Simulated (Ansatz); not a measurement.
# TiTeS monolayer, Janus: modes against biaxial strain in the plane of the sheet

Wanted: the shifts of the zone-centre modes of TiTeS monolayer, Janus with strain.

Main program and level: Ansatz 0.2.0; DFT PBEsol, scalar-relativistic, plane waves, PAW; PAW set soft_1.

### 1. Set-up

The cell holds 3 atoms: 1 Ti, 1 S and 1 Te. Cell: a = 3.500 Å, b = 3.500 Å, c = 30.000 Å, α = 90.0°, β = 90.0°, γ = 120.0°. Vacuum lies along c. The height across the vacuum is the one that the program set for its solve, not the one typed.

### 2. A rough relaxation first

The start is far from rest, so a relaxation with loose tolerances brings it close first. The program lengthens the typed cell of 20.0 Å along the normal to 30.0 Å, as its cut-off of the electrostatics needs, and moves no atom.

Contents of input.yaml:

```yaml
crystal:
  lattice:
    - [3.5, 0.0, 0.0]
    - [-1.75, 3.03109, 0.0]
    - [0.0, 0.0, 20.0]
  atoms:
    - { symbol: Ti, position: [0.0, 0.0, 0.5] }
    - { symbol: S, position: [0.333333, 0.666667, 0.575] }
    - { symbol: Te, position: [0.666667, 0.333333, 0.42] }
  periodic: [true, true, false]
kpoints:
  mp_grid: { grid: [6, 6, 1] }
hamiltonian:
  xc: pbesol
  pseudopotentials: { kind: paw, azcp: { folder: soft_1 }, xc_functional: pbe }
scf:
  occupations: { method: gaussian, width: 0.1 }
output:
  forces: true
  stress: true
  eigenvalues: true
relax:
  adjacent_minimum: "off"
  f_tol: 0.05
  max_steps: 80
  cell: { stress_2d_tol: 0.02 }
```

Started as:

```bash
$ ansatz run input.yaml --threads 4 --pin off --max-ram 16384MiB --backend cpu --events-out ev --progress --plain --runs-dir out
```

Numbers of over 12 decimals in the logs are rounded to 6 here.

Log:

```text
[...]
F+E_penalty+E_count = -10263.48836799 eV   max|allowed force component| = 7.083e-5 eV/Å   (the final SCF, on the basis selected at the relaxed cell)
  cell:  # Å, volume = 324.4559 Å³
    - [3.533881, 0.0, 0]
    - [-1.766940, 3.060431, 0]
    - [0, 0, 30.0]
  atoms:
    - { symbol: Ti, position: [6.885875289440056e-18, 0, 0.339600] }
    - { symbol: S, position: [0.333333, 0.666667, 0.380260] }
    - { symbol: Te, position: [0.666667, 0.333333, 0.276807] }
[key lines of the parts left out:]
SCF converged after 8 iterations
Free energy (F): -10263.488368 eV
Fermi energy:    -4.937167 eV
P = ½ c Tr σ = -0.0023 N/m
```

Wall time 17 s (4 threads of Arm Neoverse V1, shared host); peak memory 0.59 GiB; 63 s of CPU time.

The steps of the relaxation:

```tsv
step	energy less that of the first step (eV)	largest force component (eV/Å)	volume (Å³)
1	0.0000	4.3289	318.26
2	-0.5873	0.6370	321.37
3	-0.6199	0.2255	326.11
4	-0.6232	0.0162	324.97
5	-0.6233	0.0037	324.60
6	-0.6233	0.0000	324.46
7*	-0.6236	0.0001	324.46
```

Relaxation steps marked * repeat the geometry before them on a plane-wave basis chosen anew for their cell, so energy and pressure can jump there.

The run keeps the 6 symmetry operations that it works with, so distortions that break them were not tested.

```tsv
cell as run	before	after	change
a (Å)	3.500	3.534	+1.0 %
b (Å)	3.500	3.534	+1.0 %
```

The atoms that moved most (Å, along periodic axes as changes of fractional coordinates times the final cell, across vacuum about the mean position):

```tsv
atom	dx	dy	dz	length
Ti1	0.000	0.000	0.188	0.188
Te3	0.000	0.000	-0.096	0.096
S2	0.000	0.000	-0.092	0.092
```

Final coordinates:

```xyz
3
Lattice="3.5339 0.0000 0.0000 -1.7669 3.0604 0.0000 0.0000 0.0000 30.0000" Properties=species:S:1:pos:R:3
Ti    0.0000    0.0000   10.1880
S     0.0000    2.0403   11.4078
Te    1.7669    1.0201    8.3042
```

Numbers from this step:

| Quantity | Value |
| --- | --- |
| gap on the k-mesh | 0 eV |
| area per atom | 3.605 Å² |

The relaxation ends with a largest force component of 7.1e-5 eV/Å.

### 3. Bringing the structure to rest

The cell and atoms are relaxed, since residual forces and stress would shift the frequencies.

input.yaml, the sections that differ from step 2:

```yaml
crystal:
  lattice:
    - [3.5338809099, 0.0, 0.0]
    - [-1.766940455, 3.060430642, 0.0]
    - [0.0, 0.0, 30.0]
  atoms:
    - { symbol: Ti, position: [0.0, 0.0, 0.3395998532] }
    - { symbol: S, position: [0.3333333333, 0.6666666667, 0.38025988] }
    - { symbol: Te, position: [0.6666666667, 0.3333333333, 0.2768069335] }
  periodic: [true, true, false]
kpoints:
  mp_grid: { grid: [15, 15, 1] }
relax:
  adjacent_minimum: "off"
  f_tol: 0.005
  max_steps: 80
  cell: { stress_2d_tol: 0.02 }
# hamiltonian, scf, output: as in step 2
```

Log:

```text
[...]
Crystal: 3 atoms, lattice volume = 324.456 Å³
Basis set: ecut = 420 eV, 6299 PW (Γ), exchange–correlation on 48×48×432 points (8 copies of the dense FFT grid, shifted against one another)
Bands: 21, of which v1, the nominal top of the filled ones, is band 17 counted from 1 (16 counted from 0)
Symmetry: 6 space group operations
[...]
k-points: 27 of 225 (time reversal used)
[...]
--- Relaxed structure (4 steps of the walk, 4 accepted, 1 SCFs on fresh bases) ---
[...]
cell:  # Å, volume = 321.9045 Å³
    - [3.519959, 2.875381627424266e-11, 0]
    - [-1.759980, 3.048374, 0]
    - [0, 0, 30.0]
  atoms:
    - { symbol: Ti, position: [0, 0, 0.339575] }
    - { symbol: S, position: [0.333333, 0.666667, 0.380630] }
    - { symbol: Te, position: [0.666667, 0.333333, 0.276462] }
[key lines of the parts left out:]
SCF converged after 8 iterations
Free energy (F): -10263.500854 eV
Fermi energy:    -4.884548 eV
P = ½ c Tr σ = -0.0017 N/m
```

Run time: 34 s. Hardware: 4 threads; peak memory 0.7 GiB.

Relaxation path:

```tsv
step	energy less that of the first step (eV)	largest force component (eV/Å)	volume (Å³)
1	0.0000	0.0414	324.46
2	-0.0006	0.0714	322.61
3	-0.0009	0.0163	322.35
4	-0.0010	0.0012	321.90
5*	-0.0009	0.0012	321.90
```

Relaxation steps marked * repeat the geometry before them on a plane-wave basis chosen anew for their cell, so energy and pressure can jump there.

The run keeps the 6 symmetry operations that it works with, so distortions that break them were not tested.

```tsv
cell as run	before	after	change
a (Å)	3.534	3.520	-0.4 %
b (Å)	3.534	3.520	-0.4 %
```

The atoms that moved most (Å, along periodic axes as changes of fractional coordinates times the final cell, across vacuum about the mean position):

```tsv
atom	dx	dy	dz	length
S2	0.000	0.000	0.011	0.011
Te3	0.000	0.000	-0.010	0.010
```

Final coordinates:

```
Ti S Te
1.0
     3.51996    0.00000    0.00000
    -1.75998    3.04837    0.00000
     0.00000    0.00000   30.00000
Ti S Te
1 1 1
Direct
  0.00000 0.00000 0.33957
  0.33333 0.66667 0.38063
  0.66667 0.33333 0.27646
```

This step gave:

```
area per atom : 3.577 Å²
```

The relaxation ends with a largest force component of 0.0012 eV/Å.

### 4. Tight relaxation

Phonons need small forces and stress, so the relaxation is finished with tight tolerances on 15×15×1 k points.

Contents of input.yaml:

```yaml
crystal:
  lattice:
    - [3.5199590756, 0.0, 0.0]
    - [-1.7599795378, 3.0483739797, 0.0]
    - [0.0, 0.0, 30.0]
  atoms:
    - { symbol: Ti, position: [0.0, 0.0, 0.3395746393] }
    - { symbol: S, position: [0.3333333333, 0.6666666667, 0.3806300945] }
    - { symbol: Te, position: [0.6666666667, 0.3333333333, 0.276461933] }
  periodic: [true, true, false]
kpoints:
  mp_grid: { grid: [15, 15, 1] }
hamiltonian:
  xc: pbesol
  pseudopotentials: { kind: paw, azcp: { folder: soft_1 }, xc_functional: pbe }
scf:
  occupations: { method: methfessel_paxton, width: 0.2 }
output:
  forces: true
  stress: true
  eigenvalues: true
  write_density: true
  write_potential: true
  elf: true
  volumetric_format: npy
relax:
  adjacent_minimum: "off"
  f_tol: 0.001
  max_steps: 60
  cell: { stress_2d_tol: 0.002 }
```

Log:

```text
[...]
Crystal: 3 atoms, lattice volume = 321.905 Å³
Basis set: ecut = 420 eV, 6239 PW (Γ), exchange–correlation on 48×48×432 points (8 copies of the dense FFT grid, shifted against one another)
Bands: 21, of which v1, the nominal top of the filled ones, is band 17 counted from 1 (16 counted from 0)
Symmetry: 6 space group operations
[...]
k-points: 27 of 225 (time reversal used)
[...]
k-point 26: bands = [... 13 lower, -9.2433, -8.1638, -7.5480, -7.2390, -3.9858, -3.8662, -3.7990, -2.4618]
--- Relaxed structure (4 steps of the walk, 3 accepted, 1 SCFs on fresh bases) ---
[...]
cell:  # Å, volume = 322.0247 Å³
    - [3.520616, 0.0, 0]
    - [-1.760308, 3.048943, 0]
    - [0, 0, 30.0]
  atoms:
    - { symbol: Ti, position: [0, 0, 0.339560] }
    - { symbol: S, position: [0.333333, 0.666667, 0.380607] }
    - { symbol: Te, position: [0.666667, 0.333333, 0.276499] }
[key lines of the parts left out:]
SCF converged after 8 iterations
Free energy (F): -10263.496690 eV
Fermi energy:    -4.875622 eV
P = ½ c Tr σ = -0.0001 N/m
```

The job ended after 33 s (4 threads; peak memory 0.7 GiB; 2.2 min of CPU time).

Little changed from the start: no atom moved by 0.005 Å and no cell edge by 0.1 %.

This step gave:

* area per atom: 3.578 Å²

ELF in the ac plane at fractional y = 0.333, with atoms of Te within 0.2 Å of it. It is the smooth field of the valence electrons, not physical close to the nuclei.

Ten even steps from '0' (0.00) to '9' (0.80), each cell a mean:
```
00000000000000
00000000000000
00000000000000
00000000000000
00000000000000
00000000000000
00000000000000
00000000000000
00000000000000
00000000000000
00000000000000
00000000000000
00000000000000
23332100000001
89999741000135
33333322211223
53224566555566
74236764212356
41002589999987
00000012233210
00000000000000
00000000000000
00000000000000
00000000000000
```
Columns run along a (3.5 Å), rows up along c (30.0 Å). Atoms in or near the plane, at fractional coordinates: Te at (0.67, 0.28).

Valence density in the ac plane at fractional y = 0.333, with atoms of Te within 0.2 Å of it. It is the smooth field of the valence electrons, not physical close to the nuclei.

Ten steps, logarithmic in the rise over the least value, from '_' (0 e/Å³) to '@' (10 e/Å³), each cell a mean:
```
____________________________
____________________________
____________________________
____________________________
____________________________
____________________________
____________________________
____________________________
____________________________
____________________________
____________________________
____________________________
____________________________
____________________________
::------::::....________....
::------::::..............::
::::::::::::--==++****++----
::::....::--==##@@@@@@%%**==
__________......::::::::....
____________________________
____________________________
____________________________
____________________________
____________________________
```
Columns run along a (3.5 Å), rows up along c (30.0 Å). Atoms in or near the plane, at fractional coordinates: Te at (0.67, 0.28).

Electrostatic potential energy in the ac plane at fractional y = 0.333, with atoms of Te within 0.2 Å of it. With pseudopotentials it is smooth inside the atoms' cores, unlike the true potential.

Values in eV, 24 rows by 14 columns, each cell a mean:
```
  0   0   0   0   0   0   0   0   0   0   0   0   0   0
  0   0   0   0   0   0   0   0   0   0   0   0   0   0
  0   0   0   0   0   0   0   0   0   0   0   0   0   0
  0   0   0   0   0   0   0   0   0   0   0   0   0   0
  0   0   0   0   0   0   0   0   0   0   0   0   0   0
  0   0   0   0   0   0   0   0   0   0   0   0   0   0
  0   0   0   0   0   0   0   0   0   0   0   0   0   0
  0   0   0   0   0   0   0   0   0   0   0   0   0   0
  0   0   0   0   0   0   0   0   0   0   0   0   0   0
  0   0   0   0   0   0   0   0   0   0   0   0   0   0
  0   0   0   0   0   0   0   0   0   0   0   0   0   0
  0   0   0   0   0   0   0   0   0   0   0   0   0   0
  0   0   0   0   0   0   0   0   0   0   0   0   0   0
  0   0   0   0   0   0   0   0   0   0   0   0   0   0
 -4  -6  -6  -6  -5  -3  -2  -1  -1  -1  -1  -1  -1  -2
 -8 -11 -12 -12  -9  -7  -5  -3  -2  -2  -2  -3  -4  -6
 -7  -6  -6  -6  -6  -8  -9 -10 -11 -11 -11 -11 -10  -9
 -7  -4  -3  -3  -6 -11 -14 -14  -9  -6  -6 -12 -14 -13
 -1  -1  -1  -1  -1  -2  -3  -4  -5  -5  -5  -4  -3  -2
  0   0   0   0   0   0   0   0   0   0   0   0   0   0
  0   0   0   0   0   0   0   0   0   0   0   0   0   0
  0   0   0   0   0   0   0   0   0   0   0   0   0   0
  0   0   0   0   0   0   0   0   0   0   0   0   0   0
  0   0   0   0   0   0   0   0   0   0   0   0   0   0
```
Columns run along a (3.5 Å; values clipped at the 3rd and 97th percentile), rows up along c (30.0 Å). Atoms in or near the plane, at fractional coordinates: Te at (0.67, 0.28).

The largest force component left is 0.10 meV/Å, within the tolerances set.

### 5. Zone-centre response at rest

Phonons follow from the second derivative of the energy, found here by linear response.

The modes at rest are the reference of the series.

input.yaml, the sections that differ from step 4:

```yaml
crystal:
  lattice:
    - [3.5206158462, 0.0, 0.0]
    - [-1.7603079231, 3.0489427598, 0.0]
    - [0.0, 0.0, 30.0]
  atoms:
    - { symbol: Ti, position: [0.0, 0.0, 0.3395603608] }
    - { symbol: S, position: [0.3333333333, 0.6666666667, 0.3806069914] }
    - { symbol: Te, position: [0.6666666667, 0.3333333333, 0.2764993147] }
  periodic: [true, true, false]
output:
  eigenvalues: true
phonons:
  method: dfpt
# kpoints, hamiltonian, scf: as in step 4
# relax: removed
```

Log:

```text
[...]
Crystal: 3 atoms, lattice volume = 322.025 Å³
Basis set: ecut = 420 eV, 6239 PW (Γ), exchange–correlation on 48×48×432 points (8 copies of the dense FFT grid, shifted against one another)
Bands: 21, of which v1, the nominal top of the filled ones, is band 17 counted from 1 (16 counted from 0)
Symmetry: 6 space group operations
k-points: 64 of 225 (irreducible under 2 space group operations, time reversal used)
[...]
SCF iter   1: F=—  HF=-10264.170167 eV  |F-HF|=—  |Δ(HF+E_count)|=         —  Δρ=1.92e-2  dr2=3.24e0  ethr=3.10e-3  ⟨swp⟩=15.1  Hψ=11600  notcnv=0
[...]
SCF iter  13: F=-10263.496690 eV  HF=-10263.496690 eV  |F-HF|=2.91e-11  |Δ(HF+E_count)|=  8.15e-10  S|Δr|=    0.00e0  Δρ=1.75e-8  dr2=2.77e-12  ethr=1.00e-12  ⟨swp⟩=14.7  Hψ=10658  notcnv=0
SCF 1 converged in 13 iterations: F = -10263.496690 eV  dr2 = 2.77e-12
[...]
DFPT response loops at Γ: preconditioner auto → none (partly filled bands, converged f_vac=0.762); β = 0.50; Broyden in place of MSR1
SCF converged after 13 iterations
[...]
Free energy (F): -10263.496690 eV
[...]
Internal energy: -10263.498750 eV  (E = F + TS)
E sigma→0 (E₀):  -10263.497205 eV
Entropy (-TS):   0.002060 eV (0.687 meV/atom)
Fermi energy:    -4.875621 eV
[...]
--- Band table (eV; the first three rows and the last of 64) ---
  k-point 0: bands = [... 13 lower, -7.9545, -7.1194, -4.6356, -4.6356, -3.8520, -3.7928, -3.7928, -1.2593]
  k-point 1: bands = [... 13 lower, -7.9453, -6.9788, -4.8879, -4.7777, -4.1898, -3.6792, -3.5212, -1.5917]
  k-point 2: bands = [... 13 lower, -7.9234, -6.7625, -5.6634, -5.0484, -4.3759, -3.5048, -3.4282, -2.1053]
  k-point 63: bands = [... 13 lower, -8.3374, -8.1728, -7.1397, -6.8179, -4.4740, -3.7369, -3.5058, -2.4662]
--- Phonons (Γ-DFPT): 6 representative perturbations + reference, on 64 of 225 k-points (Σ response iterations 31) ---
  k mesh reduced under 2 symmetry operations, with k and −k counted as one. Each operation leaves every solved perturbation unchanged. A smaller set is not used because it would not reduce the number of displacements times k-points to solve
  ASR residual: 5.863e-5 → 0.000e0 eV/Å²; symmetrization residual: 2.982e-5 eV/Å²
  ASR residual per site (eV/Å²): 5.25e-5 2.76e-5 5.86e-5
  Γ frequencies (cm⁻¹): 0.00 0.00 0.00 120.36 120.36 205.01 265.04 265.04 367.94
  non-analytic LO–TO correction: not included (Born effective charges unavailable; polar crystals: no LO–TO splitting at Γ)
```

Run time: 1.8 min. Hardware: 4 threads; peak memory 1.8 GiB; 7.1 min of CPU time.

In the SCF lines HF is the Harris–Foulkes energy and dr2 the Hartree energy of the density residual, in eV; the loop may stop once dr2 is under the threshold and the program's other checks hold. Hψ counts applications of the Hamiltonian.

This step gave:

* sum-rule residual before enforcement: 5.86e-5 eV/Å²
* point group: 3m
* highest optical mode at the zone centre (no LO-TO term): 367.9 cm⁻¹
* lowest optical zone-centre mode: 120.4 cm⁻¹

Patterns of degenerate modes are one choice out of their space. Modes at Γ, with each element's share of the kinetic energy:

```tsv
mode	frequency (cm⁻¹)	symmetry	Ti %	S %	Te %
1	0.0	acoustic	23	15	61
2	0.0	acoustic	23	15	61
3	0.0	acoustic	23	15	61
4	120.4	E	39	23	38
5	120.4	E	39	23	38
6	205.0	A1	18	46	36
7	265.0	E	38	62	0
8	265.0	E	38	62	0
9	367.9	A1	59	38	3
```

Displacements in mode 4 (120.4 cm⁻¹), the largest set to 1:
```
Ti1 -0.14  1.00  0.00
S2  -0.13  0.93  0.00
Te3  0.08 -0.61  0.00
```

Displacements in mode 7 (265.0 cm⁻¹), the largest set to 1:
```
Ti1  0.01 -0.64  0.00
S2  -0.01  1.00  0.00
Te3  0.00 -0.01  0.00
```

Before it was imposed, the acoustic sum rule was missed by 5.9e-5 eV/Å². Small misses are needed for a sound result but don't prove that mesh and cutoff are converged. The lowest optical mode is real, 120 cm⁻¹.

### 6. Relaxation of a member: biaxial strain of +5 % in the plane of the sheet

The cell takes a biaxial strain of +5 % in the plane of the sheet. The cell is held, and the atoms relax in it.

input.yaml, the sections that differ from step 5:

```yaml
crystal:
  lattice:
    - [3.6966466384, 0.0, 0.0]
    - [-1.8483233192, 3.2013898977, 0.0]
    - [0.0, 0.0, 30.0]
  atoms:
    - { symbol: Ti, position: [0.0, 0.0, 0.3400281963] }
    - { symbol: S, position: [0.3333333333, 0.6666666667, 0.3780182063] }
    - { symbol: Te, position: [0.6666666667, 0.3333333333, 0.2786202642] }
  periodic: [true, true, false]
output:
  forces: true
  stress: true
  eigenvalues: true
relax:
  adjacent_minimum: "off"
  f_tol: 0.001
  max_steps: 60
# kpoints, hamiltonian, scf: as in step 5
# phonons: removed
```

Log:

```text
[...]
--- Relaxed structure (6 steps of the walk, 6 accepted, 0 SCFs on fresh bases) ---
  F+E_penalty+E_count = -10263.38144404 eV   max|allowed force component| = 4.283e-4 eV/Å
  cell:  # Å, volume = 355.0322 Å³
    - [3.696647, 0.0, 0.0]
    - [-1.848323, 3.201390, 0.0]
    - [0.0, 0.0, 30.0]
  atoms:
    - { symbol: Ti, position: [0, 0, 0.340145] }
    - { symbol: S, position: [0.333333, 0.666667, 0.377401] }
    - { symbol: Te, position: [0.666667, 0.333333, 0.279121] }
[key lines of the parts left out:]
SCF converged after 2 iterations
Free energy (F): -10263.381444 eV
Fermi energy:    -4.888727 eV
P = ½ c Tr σ = -3.2009 N/m
```

Elapsed: 32 s, on 4 threads; peak memory 0.73 GiB.

Step by step:

```tsv
step	energy less that of the first step (eV)	largest force component (eV/Å)
1	0.0000	0.1649
2	-0.0006	0.1783
3	-0.0025	0.0291
4	-0.0025	0.0079
5	-0.0025	0.0004
6	-0.0025	0.0004
```

Forces are held to the 6 operations that the run works with; a distortion that breaks them can't arise in this run.

The atoms that moved most (Å):

```tsv
atom	dx	dy	dz	length
S2	0.000	0.000	-0.019	0.019
Te3	0.000	0.000	0.015	0.015
```

The relaxed structure:

```xyz
3
Lattice="3.6966 0.0000 0.0000 -1.8483 3.2014 0.0000 0.0000 0.0000 30.0000" Properties=species:S:1:pos:R:3
Ti    0.0000    0.0000   10.2043
S     0.0000    2.1343   11.3220
Te    1.8483    1.0671    8.3736
```

This step gave:

* gap on the k-mesh: 0.08362 eV
* area per atom: 3.945 Å²

The largest force component left is 0.43 meV/Å.

[end of part 1 of 2]

[Logs are printed without paths, hosts, clocks, repeated set-up lines and the standing remarks that a program may print on its own settings, such as how far it seeks lower states.]

[Hosts, paths, dates, database ids (printed as entryN), source tags and the programs' standing remarks are cut or masked in the printed files.]
